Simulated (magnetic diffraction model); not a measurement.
# Rb3CrBr6: what an assumed order does to the neutron pattern

Space group Fm-3m (no. 225), a = 11.1820 Å.

```
site  atom    x    y       z
  4b    Rb  1/2    0       0
  8c    Rb  1/4  3/4     3/4
 24e    Br    0    0  0.7840
  4a    Cr    0    0       0
```

This is a made-up structure (elements placed in a structure type, unrelaxed), so the numbers test the method and describe no known phase.

Only Cr is taken to order (form factors of Cr3+); orders and moment sizes are assumed, and not adapted to the symmetry. Radiation: neutrons of λ = 1.594 Å, 2° to 70°; isotropic B of 0.12 Å² (Rb), 0.12 Å² (Br) and 0.11 Å² (Cr). Simulated constant-wavelength pattern: nuclear and magnetic terms add, the magnetic one as |2.695 fm × Σ f S⊥ exp(2πi Q·r) exp(−B s²)|², summed over all Q at one angle with the factor 1/(sin²θ cos θ). For a modulated order the moment at position r is S exp(−2πi k·r) + c.c., with S = m/2 for a sine wave of amplitude m and S = m(u + iv)/2 for moments turning in a plane, u and v being orthogonal unit vectors in it; the phase factor of the sum at Q = H + k is then exp(2πi H·r). Free-ion form factors, Sears's scattering lengths of 1992, no absorption; a label names one of the reflections at its angle. The strongest nuclear line in the range is 100, and lines under 0.2 are left out.

Assume the order k = (1/4 0 0), a sine wave with moments along [010] (amplitudes given), 2.78 μB on Cr.

Predict the pattern, nuclear and magnetic parts apart.

| 2θ (°) | index | nuclear | magnetic |
| --- | --- | --- | --- |
| 2.04 | (1/4 0 0) | 0.0 | 31.0 |
| 13.10 | (3/4 1 1) | 0.0 | 1.7 |
| 14.18 | (1 1 1) | 5.0 | 0.0 |
| 14.33 | (7/4 0 0) | 0.0 | 0.6 |
| 15.46 | (5/4 1 1) | 0.0 | 1.4 |
| 16.39 | (2 0 0) | 13.5 | 0.0 |
| 16.52 | (1/4 2 0) | 0.0 | 0.8 |
| 18.46 | (9/4 0 0) | 0.0 | 0.3 |
| 21.84 | (7/4 2 0) | 0.0 | 0.6 |
| 23.26 | (2 2 0) | 20.0 | 0.0 |
| 23.35 | (1/4 2 2) | 0.0 | 0.3 |
| 24.78 | (9/4 2 0) | 0.0 | 0.5 |
| 25.47 | (11/4 1 1) | 0.0 | 0.5 |
| 26.79 | (3/4 3 1) | 0.0 | 0.5 |
| 27.35 | (3 1 1) | 5.2 | 0.0 |
| 27.43 | (7/4 2 2) | 0.0 | 0.3 |
| 28.05 | (5/4 3 1) | 0.0 | 0.5 |
| 28.59 | (2 2 2) | 77.9 | 0.0 |
| 29.27 | (13/4 1 1) | 0.0 | 0.3 |
| 29.86 | (9/4 2 2) | 0.0 | 0.2 |
| 33.13 | (4 0 0) | 100.0 | 0.0 |
| 34.76 | (11/4 3 1) | 0.0 | 0.3 |
| 35.27 | (17/4 0 0) | 0.0 | 0.2 |
| 36.20 | (3 3 1) | 25.8 | 0.0 |
| 37.17 | (4 2 0) | 3.9 | 0.0 |
| 37.71 | (13/4 3 1) | 0.0 | 0.3 |
| 39.12 | (17/4 2 0) | 0.0 | 0.3 |
| 40.87 | (4 2 2) | 6.0 | 0.0 |
| 43.48 | (5 1 1) | 30.1 | 0.0 |
| 47.56 | (4 4 0) | 88.7 | 0.0 |
| 49.88 | (5 3 1) | 1.1 | 0.0 |
| 50.64 | (6 0 0) | 5.2 | 0.0 |
| 53.59 | (6 2 0) | 22.6 | 0.0 |
| 55.73 | (5 3 3) | 2.6 | 0.0 |
| 56.43 | (6 2 2) | 43.1 | 0.0 |
| 59.18 | (4 4 4) | 34.6 | 0.0 |
| 61.20 | (7 1 1) | 24.6 | 0.0 |
| 61.86 | (6 4 0) | 8.4 | 0.0 |
| 64.47 | (6 4 2) | 21.1 | 0.0 |
| 66.39 | (7 3 1) | 37.3 | 0.0 |
| 69.53 | (8 0 0) | 19.3 | 0.0 |

The strongest magnetic line in the range is (1/4 0 0) at 2.04° (31.0). On top of the Lorentz factor, which all lines share, magnetic lines fade with angle because f falls: for Cr3+ it is 0.90, 0.67, 0.42 and 0.11 at sin θ/λ = 0.1, 0.2, 0.3 and 0.5 Å⁻¹, while nuclear lengths stay constant. The order has no net moment.

[Logs are printed without paths, hosts, clocks, repeated set-up lines and the standing remarks that a program may print on its own settings, such as how far it seeks lower states.]
